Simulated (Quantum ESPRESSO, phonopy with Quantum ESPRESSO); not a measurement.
**Al (Fm-3m): phonons against volume**

Which modes of Al drive its thermal expansion?

Experimental results on record:
- volume expansion coefficient 69 1e-6/K and heat capacity C_P per formula unit 24.2 J/mol/K near room temperature (given in “High-Throughput Prediction of Finite-Temperature Properties using the Quasi-Harmonic Approximation”, 2016, arXiv:1603.06924)

Method: DFT PBEsol, scalar-relativistic, plane waves, GBRV ultrasoft pseudopotentials, in Quantum ESPRESSO 7.5.

Most raw output is cut from this account.

## Step 1: Starting point

Symmetry: Fm-3m, No. 225, cubic system. The conventional cell has a = 4.050 Å, b = 4.050 Å, c = 4.050 Å, α = 90.00°, β = 90.00°, γ = 90.00°. Nearest to Al lie 12 Al at 2.86 Å.

## Step 2: A first coarse run

A cheap single point shows whether the cell is a metal or an insulator and how far it is from rest; that sets the k-mesh and the occupations of what follows.

The input, probe.in:

```
&CONTROL
  calculation = 'scf'
  prefix      = 'x'
  outdir      = './tmp'
  pseudo_dir  = './pseudo'
  tprnfor     = .true.
  tstress     = .true.
  verbosity   = 'high'
/
&SYSTEM
  ibrav       = 0
  nat         = 1
  ntyp        = 1
  ecutwfc     = 40.0
  ecutrho     = 240.0
  occupations = 'smearing'
  smearing    = 'gaussian'
  degauss     = 0.01
/
&ELECTRONS
  conv_thr         = 1.0d-07
  mixing_beta      = 0.7
  electron_maxstep = 100
/
ATOMIC_SPECIES
 Al     26.9815  Al.upf
CELL_PARAMETERS angstrom
     0.000000000    2.024805000    2.024805000
     2.024805000    0.000000000    2.024805000
     2.024805000    2.024805000    0.000000000
ATOMIC_POSITIONS crystal
 Al     0.000000000   0.000000000   0.000000000
K_POINTS automatic
 8 8 8 0 0 0
```

On the command line:

```bash
> OMP_NUM_THREADS=1 mpirun -n 8 pw.x -nk 8 -in probe.in > probe.out
```

Wall time 1.4 s (8 MPI ranks of Arm Neoverse N1, shared host).

This step gave:

```yaml
volume_per_atom: 16.60 Å³
pressure: -2.023 GPa
gap_on_the_k_mesh: 0 eV
```

The start is under -2.0 GPa at this level and looks like a metal on this mesh.

## Step 3: Relaxation

Phonons are second derivatives about a minimum, so cell and atoms are relaxed first, inside the symmetry of the start.

The input, relax.in:

```
&CONTROL
  calculation   = 'vc-relax'
  prefix        = 'x'
  outdir        = './tmp'
  pseudo_dir    = './pseudo'
  tprnfor       = .true.
  tstress       = .true.
  forc_conv_thr = 2.0d-05
  etot_conv_thr = 1.0d-07
  nstep         = 40
/
&SYSTEM
  ibrav       = 0
  nat         = 1
  ntyp        = 1
  ecutwfc     = 40.0
  ecutrho     = 240.0
  occupations = 'smearing'
  smearing    = 'mv'
  degauss     = 0.02
/
&ELECTRONS
  conv_thr         = 1.0d-11
  mixing_beta      = 0.7
  electron_maxstep = 100
/
&IONS
/
&CELL
  press_conv_thr = 0.1
/
ATOMIC_SPECIES
 Al     26.9815  Al.upf
CELL_PARAMETERS angstrom
     0.000000000    2.024805000    2.024805000
     2.024805000    0.000000000    2.024805000
     2.024805000    2.024805000    0.000000000
ATOMIC_POSITIONS crystal
 Al     0.000000000   0.000000000   0.000000000
K_POINTS automatic
 16 16 16 0 0 0
```

On the command line:

```bash
> OMP_NUM_THREADS=1 mpirun -n 8 pw.x -nk 8 -in relax.in > relax.out
```

Run time: 7 s. Hardware: 8 MPI ranks; 56 s of CPU time.

Step by step:

```
step  energy less that of the first step (eV)  largest force (eV/Å)  volume (Å³)
   1                                   0.0000                0.0000        16.60
   2                                  -0.0019                0.0000        16.43
   3                                  -0.0029                0.0000        16.17
   4                                  -0.0030                0.0000        16.16
   5                                  -0.0029                0.0000        16.16
```

```
conventional cell, symmetrised  before  after  change
                         a (Å)   4.050  4.013  -0.9 %
                         b (Å)   4.050  4.013  -0.9 %
                         c (Å)   4.050  4.013  -0.9 %
              volume (Å³/atom)   16.60  16.16  -2.7 %
```

Final coordinates:

```
CELL_PARAMETERS angstrom
0.00000 2.00668 2.00668
2.00668 0.00000 2.00668
2.00668 2.00668 0.00000
ATOMIC_POSITIONS crystal
Al 0.00000 0.00000 0.00000
```

Numbers from this step:

```yaml
volume_per_atom: 16.16 Å³
pressure: 0.001 GPa
```

After the last step pw.x solved the final cell once more on a basis chosen for it, which moves the energy without moving the atoms.

## Step 4: Self-consistent run

A tight ground state at this cell gives the energy of this member; its pressure is the stress at this cutoff, which can carry an offset from the finite basis.

The input, scf.in:

```
&CONTROL
  calculation = 'scf'
  prefix      = 'x'
  outdir      = './tmp'
  pseudo_dir  = './pseudo'
  tprnfor     = .true.
  tstress     = .true.
/
&SYSTEM
  ibrav       = 0
  nat         = 1
  ntyp        = 1
  ecutwfc     = 40.0
  ecutrho     = 240.0
  occupations = 'smearing'
  smearing    = 'mv'
  degauss     = 0.02
/
&ELECTRONS
  conv_thr         = 1.0d-12
  mixing_beta      = 0.7
  electron_maxstep = 100
/
ATOMIC_SPECIES
 Al     26.9815  Al.upf
CELL_PARAMETERS angstrom
     0.000000000    2.006679707    2.006679707
     2.006679707    0.000000000    2.006679707
     2.006679707    2.006679707    0.000000000
ATOMIC_POSITIONS crystal
 Al     0.000000000   0.000000000   0.000000000
K_POINTS automatic
 16 16 16 0 0 0
```

On the command line:

```bash
> OMP_NUM_THREADS=1 mpirun -n 8 pw.x -nk 8 -in scf.in > scf.out
```

It took 2.4 s on 8 MPI ranks; 19 s of CPU time.

On a basis chosen for the relaxed cell the pressure is 0.001 GPa, small enough for phonons.

## Step 5: Forces on a displaced cell

One atom (for the harmonic constants) or a pair of atoms (for the cubic ones) is moved by a few hundredths of an ångström; the forces on all atoms give a column of force constants. The threshold is tight because the forces are small.

System of this step: Al. Symmetry: Imm2, No. 44, orthorhombic system. Conventional cell: a = 8.514 Å, b = 12.040 Å, c = 8.514 Å, α = 90.00°, β = 90.00°, γ = 90.00°. Al has 12 Al at 2.82 to 2.86 Å nearest. Nearest to Al lie 12 Al at 2.82 to 2.84 Å. Nearest to Al lie 12 Al at 2.84 to 2.86 Å. Al has 12 Al at 2.83 to 2.84 Å nearest. Nearest to Al lie 12 Al at 2.84 Å. Nearest to Al lie 12 Al at 2.84 to 2.85 Å.

The input, disp-00001.in:

```
&CONTROL
  calculation = 'scf'
  prefix      = 'x'
  outdir      = './tmp'
  pseudo_dir  = './pseudo'
  tprnfor     = .true.
  disk_io     = 'none'
/
&SYSTEM
  ibrav       = 0
  nat         = 27
  ntyp        = 1
  ecutwfc     = 40.0
  ecutrho     = 240.0
  occupations = 'smearing'
  smearing    = 'mv'
  degauss     = 0.02
/
&ELECTRONS
  conv_thr         = 1.0d-11
  mixing_beta      = 0.7
  electron_maxstep = 100
/
ATOMIC_SPECIES
 Al     26.9815  Al.upf
CELL_PARAMETERS angstrom
     0.000000000    6.020039121    6.020039121
     6.020039121    0.000000000    6.020039121
     6.020039121    6.020039121    0.000000000
ATOMIC_POSITIONS crystal
 Al     0.002349177   0.000000000   0.000000000
 Al     0.333333333   0.000000000   0.000000000
 Al     0.666666667   0.000000000   0.000000000
 Al     0.000000000   0.333333333   0.000000000
 Al     0.333333333   0.333333333   0.000000000
 Al     0.666666667   0.333333333   0.000000000
 Al     0.000000000   0.666666667   0.000000000
 Al     0.333333333   0.666666667   0.000000000
[... 15 atom lines left out ...]
 Al     0.666666667   0.333333333   0.666666667
 Al     0.000000000   0.666666667   0.666666667
 Al     0.333333333   0.666666667   0.666666667
 Al     0.666666667   0.666666667   0.666666667
K_POINTS automatic
 5 5 5 0 0 0
```

On the command line:

```bash
> OMP_NUM_THREADS=1 mpirun -n 8 pw.x -nk 8 -in disp-00001.in > disp-00001.out
```

Run time: 4.1 min. Hardware: 8 MPI ranks; 33 min of CPU time.

Force (size) by element, in eV/Å:

```
element  atoms    mean  spread (r.m.s.)   least  largest
     Al     27  0.0105           0.0193  0.0003   0.0997
```

The atoms with the largest values:

```
atom       x, y, z (Å)              force (eV/Å)
 Al1  0.00, 0.01, 0.01  0.0000, -0.0705, -0.0705
 Al2  0.00, 2.01, 2.01    0.0000, 0.0205, 0.0205
 Al3  0.00, 4.01, 4.01    0.0000, 0.0187, 0.0187
 Al4  2.01, 0.00, 2.01   0.0105, -0.0019, 0.0095
 Al8  4.01, 2.01, 6.02  -0.0105, 0.0095, -0.0019
Al10  2.01, 2.01, 0.00   0.0105, 0.0095, -0.0019
Al20  4.01, 6.02, 2.01  -0.0105, -0.0019, 0.0095
 Al7  4.01, 0.00, 4.01   0.0100, -0.0019, 0.0092
```

## Step 6: Phonons, V/V0 1

This step: DFT PBEsol, scalar-relativistic, plane waves, GBRV ultrasoft pseudopotentials (phonopy with Quantum ESPRESSO 4.10.0 / 7.5).

Wall time 4.1 min (8 threads); 33 min of CPU time.

This step gave:

- highest frequency: 335.5 cm⁻¹
- Debye temperature from the second moment: 416 K
- lowest frequency on the path: 0 cm⁻¹
- zero-point energy: 0.03987 eV/cell
- Γ frequencies: 0, 0, 0 cm⁻¹ (negative: imaginary)

Phonopy, no LO-TO term. Phonon branches along the path, in cm⁻¹:

```
    point  branch 1  branch 2  branch 3
        Γ         0         0         0
  halfway       139       139       241
        X       200       200       323
  halfway       199       220       316
        U       193       258       296
jump to K       193       258       296
  halfway       124       165       255
        Γ         0         0         0
  halfway       108       108       235
        L       159       159       336
  halfway       181       223       312
        W       220       272       272
  halfway       210       225       310
        X       200       200       323
```

Harmonic. Thermo, by row:

```
T (K)  F_vib (meV/atom)  S (J/mol-atom/K)  C_V (J/mol-atom/K)
    0             39.87                 0                   0
   50             39.73             1.158               3.467
  100             37.88             6.388               12.31
  150             32.98              12.5               17.61
  200             25.05             17.98               20.33
  250             14.48             22.69               21.82
  300              1.64             26.76               22.71
  350            -13.16              30.3               23.27
  400             -29.7             33.44               23.64
  450            -47.76             36.24               23.91
  500             -67.2             38.77                24.1
  550             -87.9             41.07               24.24
  600            -109.7             43.18               24.35
  650            -132.6             45.14               24.44
  700            -156.5             46.95                24.5
  750            -181.3             48.64               24.56
  800            -206.9             50.23               24.61
  850            -233.3             51.72               24.64
  900            -260.5             53.13               24.68
  950            -288.4             54.47                24.7
 1000            -316.9             55.73               24.73
```

Phonopy on the run's constants, 21x21x21 mesh, Gaussian sigma 2.6 cm⁻¹. Table of modes, Al by wavenumber; read off at these points:

```
wavenumber (cm⁻¹)  modes, Al (1/cm⁻¹/cell)
            -10.0                        0
              0.0                   4.7e-5
             10.0                        0
             20.0                   2.0e-4
             30.0                   2.8e-4
             40.0                   4.7e-4
             50.0                   7.2e-4
             60.0                  0.00113
             70.0                  0.00172
             80.0                  0.00190
             90.0                  0.00286
            100.0                  0.00429
            110.0                  0.00401
            120.0                  0.00626
            130.0                  0.00621
            140.0                  0.00826
            150.0                   0.0118
            160.0                   0.0178
            170.0                   0.0203
            180.0                   0.0194
            187.2                   0.0244
            190.0                   0.0221
            200.0                   0.0220
            210.0                   0.0129
            220.0                   0.0118
            230.0                  0.00810
            237.6                   0.0112
            240.0                   0.0102
            250.0                  0.00877
            260.0                  0.00770
            270.0                  0.00589
            280.0                  0.00810
            290.0                   0.0179
            297.3                   0.0251
            300.0                   0.0246
            310.0                   0.0158
            320.0                  0.00804
            330.0                  0.00310
            340.0                   7.2e-5
            350.0                        0
```

No mode is imaginary beyond numerical noise along the path.

The time given is that of the one pw.x run on a displaced cell behind this step.

## Step 7: Self-consistent run, V/V0 1.015

This step: DFT PBEsol, scalar-relativistic, plane waves, GBRV ultrasoft pseudopotentials (Quantum ESPRESSO 7.5).

System of this step: Al. The structure is cubic, space group Fm-3m (No. 225). Conventional cell: a = 4.033 Å, b = 4.033 Å, c = 4.033 Å, α = 90.00°, β = 90.00°, γ = 90.00°. Nearest to Al lie 12 Al at 2.85 Å.

Changes to scf.in since step 4:

```diff
@@ -26,5 +26,5 @@
 CELL_PARAMETERS angstrom
-     0.000000000    2.006679707    2.006679707
-     2.006679707    0.000000000    2.006679707
-     2.006679707    2.006679707    0.000000000
+     0.000000000    2.016663352    2.016663352
+     2.016663352    0.000000000    2.016663352
+     2.016663352    2.016663352    0.000000000
 ATOMIC_POSITIONS crystal
```

On the command line:

```bash
> OMP_NUM_THREADS=1 mpirun -n 8 pw.x -nk 8 -in scf.in > scf.out
```

Elapsed: 2.4 s, on 8 MPI ranks; 19 s of CPU time.

The run ends at a pressure of -1.18 GPa.

## Step 8: Forces on a displaced cell

System of this step: Al. It takes space group Imm2 (No. 44, orthorhombic). Conventional cell: a = 8.556 Å, b = 12.100 Å, c = 8.556 Å, α = 90.00°, β = 90.00°, γ = 90.00°. Al has 12 Al at 2.83 to 2.87 Å nearest. Al has 12 Al at 2.83 to 2.85 Å nearest. Nearest to Al lie 12 Al at 2.85 to 2.87 Å. Nearest to Al lie 12 Al at 2.84 to 2.85 Å. Nearest to Al lie 12 Al at 2.85 Å. Nearest to Al lie 12 Al at 2.85 to 2.86 Å.

Changes to disp-00001.in since step 5:

```diff
@@ -26,7 +26,7 @@
 CELL_PARAMETERS angstrom
-     0.000000000    6.020039121    6.020039121
-     6.020039121    0.000000000    6.020039121
-     6.020039121    6.020039121    0.000000000
+     0.000000000    6.049990057    6.049990057
+     6.049990057    0.000000000    6.049990057
+     6.049990057    6.049990057    0.000000000
 ATOMIC_POSITIONS crystal
- Al     0.002349177   0.000000000   0.000000000
+ Al     0.002337547   0.000000000   0.000000000
  Al     0.333333333   0.000000000   0.000000000
```

On the command line:

```bash
> OMP_NUM_THREADS=1 mpirun -n 8 pw.x -nk 8 -in disp-00001.in > disp-00001.out
```

Wall time 3 min (8 MPI ranks).

Residual by cycle:

cycle, log10 residual and a bar from the least value:
```
        1       -0.8 ##############################
        2       -2.0 ########################
        3       -3.3 ##################
        4       -3.7 ################
        5       -4.8 ###########
        6       -5.5 ########
        7       -7.2
```

The run ended with an error.

After 7 cycles the residual stands at 7.0e-8.

The program's message: “Error in routine cdiaghg (134): S matrix not positive definite”

## Step 9: Self-consistent run, V/V0 0.985

System of this step: Al. It takes space group Fm-3m (No. 225, cubic). Conventional cell: a = 3.993 Å, b = 3.993 Å, c = 3.993 Å, α = 90.00°, β = 90.00°, γ = 90.00°. Nearest to Al lie 12 Al at 2.82 Å.

The cell differs from the one that the last finished run ended in (a 2.852 → 2.824 Å, b 2.852 → 2.824 Å, c 2.852 → 2.824 Å).

Changes to scf.in since step 7:

```diff
@@ -26,5 +26,5 @@
 CELL_PARAMETERS angstrom
-     0.000000000    2.016663352    2.016663352
-     2.016663352    0.000000000    2.016663352
-     2.016663352    2.016663352    0.000000000
+     0.000000000    1.996595719    1.996595719
+     1.996595719    0.000000000    1.996595719
+     1.996595719    1.996595719    0.000000000
 ATOMIC_POSITIONS crystal
```

On the command line:

```bash
> OMP_NUM_THREADS=1 mpirun -n 8 pw.x -nk 8 -in scf.in > scf.out
```

Wall time 2.4 s (8 MPI ranks).

The run ends at a pressure of 1.29 GPa.

## Step 10: Forces on a displaced cell

System of this step: Al. Symmetry: Imm2, No. 44, orthorhombic system. The conventional cell has a = 8.471 Å, b = 11.980 Å, c = 8.471 Å, α = 90.00°, β = 90.00°, γ = 90.00°. Nearest to Al lie 12 Al at 2.80 to 2.84 Å. Nearest to Al lie 12 Al at 2.80 to 2.82 Å. Nearest to Al lie 12 Al at 2.82 to 2.84 Å. Al has 12 Al at 2.81 to 2.82 Å nearest. Al has 12 Al at 2.82 Å nearest. Al has 12 Al at 2.82 to 2.83 Å nearest.

Changes to disp-00001.in since step 8:

```diff
@@ -26,7 +26,7 @@
 CELL_PARAMETERS angstrom
-     0.000000000    6.049990057    6.049990057
-     6.049990057    0.000000000    6.049990057
-     6.049990057    6.049990057    0.000000000
+     0.000000000    5.989787158    5.989787158
+     5.989787158    0.000000000    5.989787158
+     5.989787158    5.989787158    0.000000000
 ATOMIC_POSITIONS crystal
- Al     0.002337547   0.000000000   0.000000000
+ Al     0.002361041   0.000000000   0.000000000
  Al     0.333333333   0.000000000   0.000000000
```

On the command line:

```bash
> OMP_NUM_THREADS=1 mpirun -n 8 pw.x -nk 8 -in disp-00001.in > disp-00001.out
```

The job ended after 4.3 min (8 MPI ranks).

## Step 11: Lattice dynamics at this volume, V/V0 0.985

This step: DFT PBEsol, scalar-relativistic, plane waves, GBRV ultrasoft pseudopotentials (phonopy with Quantum ESPRESSO 4.10.0 / 7.5).

The job ended after 4.3 min (8 threads; 35 min of CPU time).

No mode is imaginary beyond numerical noise along the path.

The time given is that of the one pw.x run on a displaced cell behind this step.

## Step 12: Self-consistent run, V/V0 1.03

This step: DFT PBEsol, scalar-relativistic, plane waves, GBRV ultrasoft pseudopotentials (Quantum ESPRESSO 7.5).

System of this step: Al. Symmetry: Fm-3m, No. 225, cubic system. Conventional cell: a = 4.053 Å, b = 4.053 Å, c = 4.053 Å, α = 90.00°, β = 90.00°, γ = 90.00°. Nearest to Al lie 12 Al at 2.87 Å.

Changes to scf.in since step 9:

```diff
@@ -26,5 +26,5 @@
 CELL_PARAMETERS angstrom
-     0.000000000    1.996595719    1.996595719
-     1.996595719    0.000000000    1.996595719
-     1.996595719    1.996595719    0.000000000
+     0.000000000    2.026549115    2.026549115
+     2.026549115    0.000000000    2.026549115
+     2.026549115    2.026549115    0.000000000
 ATOMIC_POSITIONS crystal
```

On the command line:

```bash
> OMP_NUM_THREADS=1 mpirun -n 8 pw.x -nk 8 -in scf.in > scf.out
```

It took 2.4 s on 8 MPI ranks.

The run ends at a pressure of -2.27 GPa.

## Step 13: Forces on a displaced cell

System of this step: Al. It takes space group Imm2 (No. 44, orthorhombic). The conventional cell has a = 8.598 Å, b = 12.159 Å, c = 8.598 Å, α = 90.00°, β = 90.00°, γ = 90.00°. Nearest to Al lie 12 Al at 2.85 to 2.89 Å. Nearest to Al lie 12 Al at 2.85 to 2.87 Å. Al has 12 Al at 2.87 to 2.89 Å nearest. Al has 12 Al at 2.86 to 2.87 Å nearest. Nearest to Al lie 12 Al at 2.87 Å. Nearest to Al lie 12 Al at 2.87 to 2.88 Å.

Changes to disp-00001.in since step 10:

```diff
@@ -26,7 +26,7 @@
 CELL_PARAMETERS angstrom
-     0.000000000    5.989787158    5.989787158
-     5.989787158    0.000000000    5.989787158
-     5.989787158    5.989787158    0.000000000
+     0.000000000    6.079647345    6.079647345
+     6.079647345    0.000000000    6.079647345
+     6.079647345    6.079647345    0.000000000
 ATOMIC_POSITIONS crystal
- Al     0.002361041   0.000000000   0.000000000
+ Al     0.002326144   0.000000000   0.000000000
  Al     0.333333333   0.000000000   0.000000000
```

On the command line:

```bash
> OMP_NUM_THREADS=1 mpirun -n 8 pw.x -nk 8 -in disp-00001.in > disp-00001.out
```

The job ended after 4.7 min (8 MPI ranks; 37 min of CPU time).

## Step 14: Lattice dynamics at this volume, V/V0 1.03

This step: DFT PBEsol, scalar-relativistic, plane waves, GBRV ultrasoft pseudopotentials (phonopy with Quantum ESPRESSO 4.10.0 / 7.5).

The job ended after 4.7 min (8 threads; 37 min of CPU time).

No mode is imaginary beyond numerical noise along the path.

The time given is that of the one pw.x run on a displaced cell behind this step.

## Step 15: Ground state at this cell, V/V0 0.97

This step: DFT PBEsol, scalar-relativistic, plane waves, GBRV ultrasoft pseudopotentials (Quantum ESPRESSO 7.5).

System of this step: Al. Symmetry: Fm-3m, No. 225, cubic system. The conventional cell has a = 3.973 Å, b = 3.973 Å, c = 3.973 Å, α = 90.00°, β = 90.00°, γ = 90.00°. Nearest to Al lie 12 Al at 2.81 Å.

Changes to scf.in since step 12:

```diff
@@ -26,5 +26,5 @@
 CELL_PARAMETERS angstrom
-     0.000000000    2.026549115    2.026549115
-     2.026549115    0.000000000    2.026549115
-     2.026549115    2.026549115    0.000000000
+     0.000000000    1.986408829    1.986408829
+     1.986408829    0.000000000    1.986408829
+     1.986408829    1.986408829    0.000000000
 ATOMIC_POSITIONS crystal
```

On the command line:

```bash
> OMP_NUM_THREADS=1 mpirun -n 8 pw.x -nk 8 -in scf.in > scf.out
```

Run time: 2.4 s. Hardware: 8 MPI ranks.

The run ends at a pressure of 2.69 GPa.

[end of part 1 of 2]

[Logs are printed without paths, hosts, clocks, repeated set-up lines and the standing remarks that a program may print on its own settings, such as how far it seeks lower states.]

[Hosts, paths, dates, database ids (printed as entryN), source tags and the programs' standing remarks are cut or masked in the printed files.]

[A step with changed settings may run another functional than the one named; its input shows which.]

[Of the runs on displaced cells, only some may be shown.]
